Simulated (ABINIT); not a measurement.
# Be3N2 (P6_3/mmc): G0W0 with ABINIT, start to end, part 2 of 3

Wanted: ground state, empty states, screening and self-energy for Be3N2 (P6_3/mmc).

ABINIT 10.8.3; PBEsol and many-body steps on it, plane waves. Known limits of the many-body steps: not at the basis limit; coarse k mesh.

So far. Step 2 (Ground state): The gap is indirect, with the least direct gap 1.31 eV higher.

## Step 3: Bands along the symmetry lines

Level of this step: DFT, PBEsol, plane waves, norm-conserving pseudopotentials (ABINIT).

Levels along a band path, at the cheap level, show where the edges lie and whether the meshes to come will hold them.

File run.abi:

```
acell 3*1.0 Angstrom
rprim 
  2.841679226310 0.000000000023 0.000000000000
  -1.420839613175 2.460966399380 0.000000000000
  0.000000000000 0.000000000000 9.746841010000
ntypat 2
znucl 4 7
natom 10
typat 1 1 1 1 1 1 2 2 2 2
xred 
  0.333333333333 0.666666666667 0.078485970000
  0.666666666667 0.333333333333 0.578485970000
  0.666666666667 0.333333333333 0.921514030000
  0.333333333333 0.666666666667 0.421514030000
  0.000000000000 0.000000000000 0.250000000000
  0.000000000000 0.000000000000 0.750000000000
  0.000000000000 0.000000000000 0.000000000000
  0.000000000000 0.000000000000 0.500000000000
  0.333333333333 0.666666666667 0.250000000000
  0.666666666667 0.333333333333 0.750000000000
pp_dirpath "pseudos"
pseudos "Be.upf, N.upf"
ecut 38
iscf -2
irdden 1
kptopt 0
nkpt 39
kpt 
  0.00000000 0.00000000 0.00000000
  0.12500000 0.00000000 0.00000000
  0.25000000 0.00000000 0.00000000
  0.37500000 0.00000000 0.00000000
  0.50000000 0.00000000 0.00000000
  0.45833333 0.08333333 0.00000000
  0.41666666 0.16666666 0.00000000
  0.37500000 0.25000000 0.00000000
  0.33333333 0.33333333 0.00000000
  0.25000000 0.25000000 0.00000000
  0.16666666 0.16666666 0.00000000
  0.08333333 0.08333333 0.00000000
  0.00000000 0.00000000 0.00000000
  0.00000000 0.00000000 0.12500000
  0.00000000 0.00000000 0.25000000
  0.00000000 0.00000000 0.37500000
  0.00000000 0.00000000 0.50000000
  0.12500000 0.00000000 0.50000000
  0.25000000 0.00000000 0.50000000
  0.37500000 0.00000000 0.50000000
  0.50000000 0.00000000 0.50000000
  0.45833333 0.08333333 0.50000000
  0.41666666 0.16666666 0.50000000
  0.37500000 0.25000000 0.50000000
  0.33333333 0.33333333 0.50000000
  0.25000000 0.25000000 0.50000000
  0.16666666 0.16666666 0.50000000
  0.08333333 0.08333333 0.50000000
  0.00000000 0.00000000 0.50000000
  0.50000000 0.00000000 0.50000000
  0.50000000 0.00000000 0.37500000
  0.50000000 0.00000000 0.25000000
  0.50000000 0.00000000 0.12500000
  0.50000000 -0.00000000 0.00000000
  0.33333333 0.33333333 0.50000000
  0.33333333 0.33333333 0.37500000
  0.33333333 0.33333333 0.25000000
  0.33333333 0.33333333 0.12500000
  0.33333333 0.33333333 0.00000000
istwfk *1
nband 36
nbdbuf 9
tolwfr 1e-07
nstep 50
prtwf 0
prtvol 0
indata_prefix "in"
outdata_prefix "out"
tmpdata_prefix "tmp"
```

The run is started by

```sh
> OMP_NUM_THREADS=1 mpirun -n 4 abinit run.abi > log
```

Numbers of over 12 decimals in the logs are rounded to 6 here.

Output:

```text
.Version 10.8.3 of ABINIT. v10.8.2 released Aug 2026.

 Symmetries : space group P6_3/m m c (#194); Bravais hP (primitive hexag.)
[... echo of the input left out ...]
== DATASET  1 ==================================================================
-   mpi_nproc: 4, omp_nthreads: 1 (-1 if OMP is not activated)

--- !DatasetInfo
iteration_state: {dtset: 1, }
dimensions: {natom: 10, nkpt: 39, mband: 36, nsppol: 1, nspinor: 1, nspden: 1, mpw: 5187, }
cutoff_energies: {ecut:  38.0, pawecutdg:  -1.0, }
electrons: {nelect:   4.40000000E+01, charge:   0.00000000E+00, occopt:   1.00000000E+00, tsmear:   1.00000000E-02, }

 Real(R)+Recip(G) space primitive vectors, cartesian coordinates (Bohr,Bohr^-1):
 R(1)=  5.3699955  0.0000000  0.0000000  G(1)=  0.1862199  0.1075141  0.0000000
 R(2)= -2.6849977  4.6505525  0.0000000  G(2)=  0.0000000  0.2150282  0.0000000
 R(3)=  0.0000000  0.0000000 18.4188601  G(3)=  0.0000000  0.0000000  0.0542922
 Unit cell volume ucvol=  4.5998241E+02 bohr^3
 Angles (23,13,12)=  9.00000000E+01  9.00000000E+01  1.20000000E+02 degrees

 getcut: wavevector=  0.0000  0.0000  0.0000  ngfft=  30  30 108
         ecut(hartree)=     38.000   => boxcut(ratio)=   2.01471

--- Pseudopotential description ------------------------------------------------
- Be Generated using ONCVPSP code by D. R. Hamann
-  4.00000   4.00000  180301                  znucl, zion, pspdat
12 -116133 1 -1 1358                          pspcod,pspxc,lmax,lloc,mmax
     nproj     2     2
  pspatm : epsatm=    3.86291605
         --- l  ekb(1:nproj) -->
             0   -7.966826   -2.672546
             1   -3.431835   -0.651830
 pspatm: atomic psp has been read  and splines computed

- N Generated using ONCVPSP code by D. R. Hamann
-  7.00000   5.00000  180301                  znucl, zion, pspdat
12 -116133 1 -1 1058                          pspcod,pspxc,lmax,lloc,mmax
     nproj     2     2
  pspatm : epsatm=    5.26508482
         --- l  ekb(1:nproj) -->
             0    7.464189    0.625868
[...]
pspatm: atomic psp has been read  and splines computed

--------------------------------------------------------------------------------

================================================================================
 prteigrs : about to open file out_EIG
 Non-SCF case, kpt    1 (  0.00000  0.00000  0.00000), residuals and eigenvalues=
  8.15E-08  4.61E-08  7.14E-08  5.92E-08  8.82E-08  8.88E-08  5.95E-08  2.21E-08
  3.00E-08  5.02E-08  1.54E-08  1.80E-08  4.80E-08  3.31E-08  9.59E-08  1.88E-08
  7.82E-08  3.43E-08  4.84E-08  9.04E-08  1.59E-08  2.47E-08  4.41E-08  5.51E-08
[...]
3.10E-05  1.69E-04  2.37E-06  4.32E-04
 -3.3805E+00 -3.3805E+00 -3.3800E+00 -3.3800E+00 -3.3345E+00 -3.3345E+00
 -3.9034E-01 -3.7109E-01 -3.4531E-01 -3.1131E-01 -7.0690E-02  1.4792E-02
  8.0769E-02  1.6651E-01  1.6651E-01  1.8018E-01  1.8018E-01  1.9206E-01
[...]
Non-SCF case, kpt   39 (  0.33333  0.33333  0.00000), residuals and eigenvalues=
[...]
4.3720E-01  5.0739E-01  5.0739E-01  5.2202E-01  6.2422E-01  6.6038E-01
  6.6051E-01  6.8630E-01  6.8711E-01  7.1460E-01  7.1621E-01  7.4161E-01

--- !ResultsGS
iteration_state: {dtset: 1, }
comment   : Summary of ground state results
lattice_vectors:
- [  5.3699955,   0.0000000,   0.0000000, ]
- [ -2.6849977,   4.6505525,   0.0000000, ]
- [  0.0000000,   0.0000000,  18.4188601, ]
lattice_lengths: [   5.37000,    5.37000,   18.41886, ]
lattice_angles: [ 90.000,  90.000, 120.000, ] # degrees, (23, 13, 12)
lattice_volume:   4.5998241E+02
convergence: {deltae:  0.000E+00, res2:  0.000E+00, residm:  9.977E-08, diffor:  0.000E+00, }
etotal    :  -1.25056710E+02
entropy   :   0.00000000E+00
fermie    :   2.09964007E-01
cartesian_stress_tensor: null
pressure_GPa: null
xred      :
- [  3.3333E-01,   6.6667E-01,   7.8486E-02, Be]
- [  6.6667E-01,   3.3333E-01,   5.7849E-01, Be]
- [  6.6667E-01,   3.3333E-01,   9.2151E-01, Be]
- [  3.3333E-01,   6.6667E-01,   4.2151E-01, Be]
- [  0.0000E+00,   0.0000E+00,   2.5000E-01, Be]
- [  0.0000E+00,   0.0000E+00,   7.5000E-01, Be]
- [  0.0000E+00,   0.0000E+00,  -1.3878E-17,  N]
- [  0.0000E+00,   0.0000E+00,   5.0000E-01,  N]
- [  3.3333E-01,   6.6667E-01,   2.5000E-01,  N]
- [  6.6667E-01,   3.3333E-01,   7.5000E-01,  N]
cartesian_forces: null
force_length_stats: {min: null, max: null, mean: null, }

 Integrated electronic density in atomic spheres:
 ------------------------------------------------
 Atom  Sphere_radius  Integrated_density
[...]
================================================================================

 ----iterations are completed or convergence reached----

 Mean square residual over all n,k,spin=   42.368E-09; max=  99.775E-09
 reduced coordinates (array xred) for   10 atoms
[...]
0.333333333333      0.666666666667      0.250000000000
       0.666666666667      0.333333333333      0.750000000000

 cartesian coordinates (angstrom) at end:
[...]
length scales=  1.889726125908  1.889726125908  1.889726125908 bohr
              =  1.000000000000  1.000000000000  1.000000000000 angstroms
 prteigrs : about to open file out_EIG
 Eigenvalues (hartree) for nkpt=  39  k points:
 kpt#   1, nband= 36, wtk=  1.00000, kpt=  0.0000  0.0000  0.0000 (reduced coord)
[...]
kpt#   2, nband= 36, wtk=  1.00000, kpt=  0.1250  0.0000  0.0000 (reduced coord)
[...]
kpt#   3, nband= 36, wtk=  1.00000, kpt=  0.2500  0.0000  0.0000 (reduced coord)
[...]
kpt#  38, nband= 36, wtk=  1.00000, kpt=  0.3333  0.3333  0.1250 (reduced coord)
[...]
0.68660    0.71192    0.71247    0.73376
 kpt#  39, nband= 36, wtk=  1.00000, kpt=  0.3333  0.3333  0.0000 (reduced coord)
[...]
0.05313    0.08542    0.08595    0.09628    0.09628    0.18859    0.40281    0.43720
   0.43720    0.50739    0.50739    0.52202    0.62422    0.66038    0.66051    0.68630
   0.68711    0.71460    0.71621    0.74161

== END DATASET(S) ==============================================================
================================================================================

 -outvars: echo values of variables after computation  --------
            nband          36
             nkpt          39
          spgroup         194
 [... the other variables as echoed above ...]

 Calculation completed.
```

It took 24 s on 4 MPI ranks of Arm Neoverse V2, shared host; peak memory 0.37 GiB; 94 s of CPU time.

This step gave:

| Item | Value |
| --- | --- |
| gap | 3.248 eV |
| k of the valence top | 0, 0, 0 |
| k of the conduction bottom | 0.5, 0, 0 |
| least direct gap | 4.645 eV |

The gap is 3.248 eV, −0.163 eV from the run before at this level.

Electronic bands along the path, in eV, zero at the top of the highest filled band:

```
    point  band 19  band 20  band 21  band 22  band 23  band 24  band 25  band 26
        Γ    -0.49    -0.40     0.00     0.00     6.09     7.08     7.72     8.41
  halfway    -1.50    -1.45    -0.88    -0.73     5.88     6.70     7.63     7.67
        M    -2.23    -2.05    -1.44    -1.40     3.25     5.05     7.30     7.48
  halfway    -3.41    -2.35    -2.29    -0.82     4.11     6.45     6.93     7.61
        K    -3.37    -3.09    -3.09    -0.58     5.25     6.18     6.18     8.09
  halfway    -1.77    -1.67    -1.08    -1.01     5.99     7.54     7.76     7.96
        Γ    -0.49    -0.40     0.00     0.00     6.09     7.08     7.72     8.41
  halfway    -0.37    -0.37    -0.05    -0.05     6.32     7.01     7.78     8.51
        A    -0.19    -0.19    -0.19    -0.19     6.74     6.74     8.03     8.03
  halfway    -1.19    -1.19    -1.02    -1.02     6.24     6.24     7.61     7.61
        L    -2.06    -2.06    -1.74    -1.74     4.41     4.41     6.93     6.93
  halfway    -3.04    -3.04    -1.61    -1.61     5.27     5.27     7.53     7.53
        H    -3.01    -3.01    -1.66    -1.66     5.94     5.94     6.67     6.67
  halfway    -2.01    -2.01    -0.93    -0.93     6.70     6.70     7.61     7.61
        A    -0.19    -0.19    -0.19    -0.19     6.74     6.74     8.03     8.03
jump to L    -2.06    -2.06    -1.74    -1.74     4.41     4.41     6.93     6.93
  halfway    -2.10    -2.05    -1.70    -1.49     3.63     4.95     7.12     7.15
        M    -2.23    -2.05    -1.44    -1.40     3.25     5.05     7.30     7.48
jump to H    -3.01    -3.01    -1.66    -1.66     5.94     5.94     6.67     6.67
  halfway    -3.05    -3.05    -2.54    -0.91     5.66     6.05     6.05     7.84
        K    -3.37    -3.09    -3.09    -0.58     5.25     6.18     6.18     8.09
```

## Step 4: Empty states on the mesh, 3×3×1 mesh, 183 bands

The sums over transitions need many empty states on a uniform mesh; this step solves for them.

File run.abi:

```
acell 3*1.0 Angstrom
rprim 
  2.841679226310 0.000000000023 0.000000000000
  -1.420839613175 2.460966399380 0.000000000000
  0.000000000000 0.000000000000 9.746841010000
ntypat 2
znucl 4 7
natom 10
typat 1 1 1 1 1 1 2 2 2 2
xred 
  0.333333333333 0.666666666667 0.078485970000
  0.666666666667 0.333333333333 0.578485970000
  0.666666666667 0.333333333333 0.921514030000
  0.333333333333 0.666666666667 0.421514030000
  0.000000000000 0.000000000000 0.250000000000
  0.000000000000 0.000000000000 0.750000000000
  0.000000000000 0.000000000000 0.000000000000
  0.000000000000 0.000000000000 0.500000000000
  0.333333333333 0.666666666667 0.250000000000
  0.666666666667 0.333333333333 0.750000000000
pp_dirpath "pseudos"
pseudos "Be.upf, N.upf"
ecut 38
ngkpt 3 3 1
nshiftk 1
shiftk 0 0 0
kptopt 1
chksymbreak 0
iscf -2
irdden 1
istwfk *1
nband 183
nbdbuf 16
tolwfr 1e-09
nstep 60
prtvol 0
indata_prefix "in"
outdata_prefix "out"
tmpdata_prefix "tmp"
```

The run is started by

```sh
> OMP_NUM_THREADS=1 mpirun -n 3 abinit run.abi > log
```

Output:

```text
.Version 10.8.3 of ABINIT. v10.8.2 released Aug 2026.

 Symmetries : space group P6_3/m m c (#194); Bravais hP (primitive hexag.)
[... echo of the input left out ...]
== DATASET  1 ==================================================================
-   mpi_nproc: 3, omp_nthreads: 1 (-1 if OMP is not activated)

--- !DatasetInfo
iteration_state: {dtset: 1, }
dimensions: {natom: 10, nkpt: 3, mband: 183, nsppol: 1, nspinor: 1, nspden: 1, mpw: 5169, }
cutoff_energies: {ecut:  38.0, pawecutdg:  -1.0, }
electrons: {nelect:   4.40000000E+01, charge:   0.00000000E+00, occopt:   1.00000000E+00, tsmear:   1.00000000E-02, }

 Real(R)+Recip(G) space primitive vectors, cartesian coordinates (Bohr,Bohr^-1):
 R(1)=  5.3699955  0.0000000  0.0000000  G(1)=  0.1862199  0.1075141  0.0000000
 R(2)= -2.6849977  4.6505525  0.0000000  G(2)=  0.0000000  0.2150282  0.0000000
 R(3)=  0.0000000  0.0000000 18.4188601  G(3)=  0.0000000  0.0000000  0.0542922
 Unit cell volume ucvol=  4.5998241E+02 bohr^3
 Angles (23,13,12)=  9.00000000E+01  9.00000000E+01  1.20000000E+02 degrees

 getcut: wavevector=  0.0000  0.0000  0.0000  ngfft=  30  30 108
         ecut(hartree)=     38.000   => boxcut(ratio)=   2.01471

--- Pseudopotential description ------------------------------------------------
- Be Generated using ONCVPSP code by D. R. Hamann
-  4.00000   4.00000  180301                  znucl, zion, pspdat
12 -116133 1 -1 1358                          pspcod,pspxc,lmax,lloc,mmax
     nproj     2     2
  pspatm : epsatm=    3.86291605
         --- l  ekb(1:nproj) -->
             0   -7.966826   -2.672546
             1   -3.431835   -0.651830
 pspatm: atomic psp has been read  and splines computed

- N Generated using ONCVPSP code by D. R. Hamann
-  7.00000   5.00000  180301                  znucl, zion, pspdat
12 -116133 1 -1 1058                          pspcod,pspxc,lmax,lloc,mmax
     nproj     2     2
  pspatm : epsatm=    5.26508482
         --- l  ekb(1:nproj) -->
             0    7.464189    0.625868
[...]
pspatm: atomic psp has been read  and splines computed

--------------------------------------------------------------------------------

================================================================================
 prteigrs : about to open file out_EIG
 Non-SCF case, kpt    1 (  0.00000  0.00000  0.00000), residuals and eigenvalues=
  7.46E-11  6.29E-11  7.07E-11  6.74E-11  8.34E-10  6.21E-11  2.58E-11  9.04E-10
  9.85E-10  4.01E-11  5.35E-11  4.34E-11  6.50E-11  9.62E-11  1.22E-10  1.06E-10
  2.07E-10  1.08E-10  1.73E-10  9.59E-11  1.24E-10  1.96E-10  8.59E-11  6.36E-11
[...]
1.38E-06  1.39E-06  1.38E-06  3.62E-06  8.44E-06  4.21E-05  3.88E-04
 -3.3805E+00 -3.3805E+00 -3.3800E+00 -3.3800E+00 -3.3345E+00 -3.3345E+00
 -3.9034E-01 -3.7109E-01 -3.4531E-01 -3.1131E-01 -7.0690E-02  1.4792E-02
  8.0769E-02  1.6651E-01  1.6651E-01  1.8018E-01  1.8018E-01  1.9206E-01
[...]
3.3206E+00  3.3293E+00  3.3293E+00  3.3461E+00  3.3461E+00  3.3528E+00
  3.3849E+00  3.3872E+00  3.4049E+00  3.4072E+00  3.4072E+00  3.4217E+00
[...]
prteigrs : prtvol=0 or 1, do not print more k-points.

--- !ResultsGS
iteration_state: {dtset: 1, }
comment   : Summary of ground state results
lattice_vectors:
- [  5.3699955,   0.0000000,   0.0000000, ]
- [ -2.6849977,   4.6505525,   0.0000000, ]
- [  0.0000000,   0.0000000,  18.4188601, ]
lattice_lengths: [   5.37000,    5.37000,   18.41886, ]
lattice_angles: [ 90.000,  90.000, 120.000, ] # degrees, (23, 13, 12)
lattice_volume:   4.5998241E+02
convergence: {deltae:  0.000E+00, res2:  0.000E+00, residm:  9.848E-10, diffor:  0.000E+00, }
etotal    :  -1.25056710E+02
entropy   :   0.00000000E+00
fermie    :   2.09964007E-01
cartesian_stress_tensor: null
pressure_GPa: null
xred      :
- [  3.3333E-01,   6.6667E-01,   7.8486E-02, Be]
- [  6.6667E-01,   3.3333E-01,   5.7849E-01, Be]
- [  6.6667E-01,   3.3333E-01,   9.2151E-01, Be]
- [  3.3333E-01,   6.6667E-01,   4.2151E-01, Be]
- [  0.0000E+00,   0.0000E+00,   2.5000E-01, Be]
- [  0.0000E+00,   0.0000E+00,   7.5000E-01, Be]
- [  0.0000E+00,   0.0000E+00,  -1.3878E-17,  N]
- [  0.0000E+00,   0.0000E+00,   5.0000E-01,  N]
- [  3.3333E-01,   6.6667E-01,   2.5000E-01,  N]
- [  6.6667E-01,   3.3333E-01,   7.5000E-01,  N]
cartesian_forces: null
force_length_stats: {min: null, max: null, mean: null, }

 Integrated electronic density in atomic spheres:
 ------------------------------------------------
 Atom  Sphere_radius  Integrated_density
[...]
================================================================================

 ----iterations are completed or convergence reached----

 Mean square residual over all n,k,spin=   32.217E-11; max=  98.482E-11
 reduced coordinates (array xred) for   10 atoms
[...]
0.333333333333      0.666666666667      0.250000000000
       0.666666666667      0.333333333333      0.750000000000

 cartesian coordinates (angstrom) at end:
    1     -1.333e-11     1.640644     0.764990
    2      1.420840     0.820322     5.638411
    3      1.420840     0.820322     8.981851
[...]
9     -1.333e-11     1.640644     2.436710
   10      1.420840     0.820322     7.310131
 length scales=  1.889726125908  1.889726125908  1.889726125908 bohr
              =  1.000000000000  1.000000000000  1.000000000000 angstroms
 prteigrs : about to open file out_EIG
 Eigenvalues (hartree) for nkpt=   3  k points:
 kpt#   1, nband=183, wtk=  0.11111, kpt=  0.0000  0.0000  0.0000 (reduced coord)
[...]
3.29230    3.29297    3.29297    3.31460    3.31460    3.31923    3.31923    3.32060
   3.32060    3.32928    3.32928    3.34607    3.34607    3.35277    3.38487    3.38719
   3.40492    3.40724    3.40724    3.42166    3.42166    3.43178    3.44146
 prteigrs : prtvol=0 or 1, do not print more k-points.

== END DATASET(S) ==============================================================
================================================================================

 -outvars: echo values of variables after computation  --------
            nband         183
             nkpt           3
          spgroup         194
 [... the other variables as echoed above ...]

 Calculation completed.
```

Elapsed: 35 s, on 3 MPI ranks; peak memory 0.28 GiB.

Numbers from this step:

```yaml
gap: 4.575 eV
k_of_the_valence_top: 0, 0, 0
k_of_the_conduction_bottom: 0.3333, 0, 0
least_direct_gap: 5.649 eV
k_points_computed: 3
lowest_point_of_the_top_converged_band_above_the_valence_top: 83.6530 eV
```

On this mesh the gap is 4.575 eV. The earlier step found 3.410 eV, so this mesh misses an edge.

[end of part 2 of 3]

[Paths, hosts, dates, memory and timing lines, banners, echoed tables and standing remarks are left out of the program output.]

[Logs are printed without paths, hosts, clocks, repeated set-up lines and the standing remarks that a program may print on its own settings, such as how far it seeks lower states.]

[Runs of the session that timed out or met a known fault of the program may be left out.]

[Hosts, paths, dates, database ids (printed as entryN), source tags and the programs' standing remarks are cut or masked in the printed files.]

[G0W0 gaps are taken among the corrected bands and points alone; a level outside them can change the order at an edge.]

[Where Ansatz stands beside ABINIT at settings called matched, ABINIT's density can come from a denser mesh and the files from another edition; pairs whose starting gaps differed by over 0.03 eV were left out, so agreement reads better than it is.]
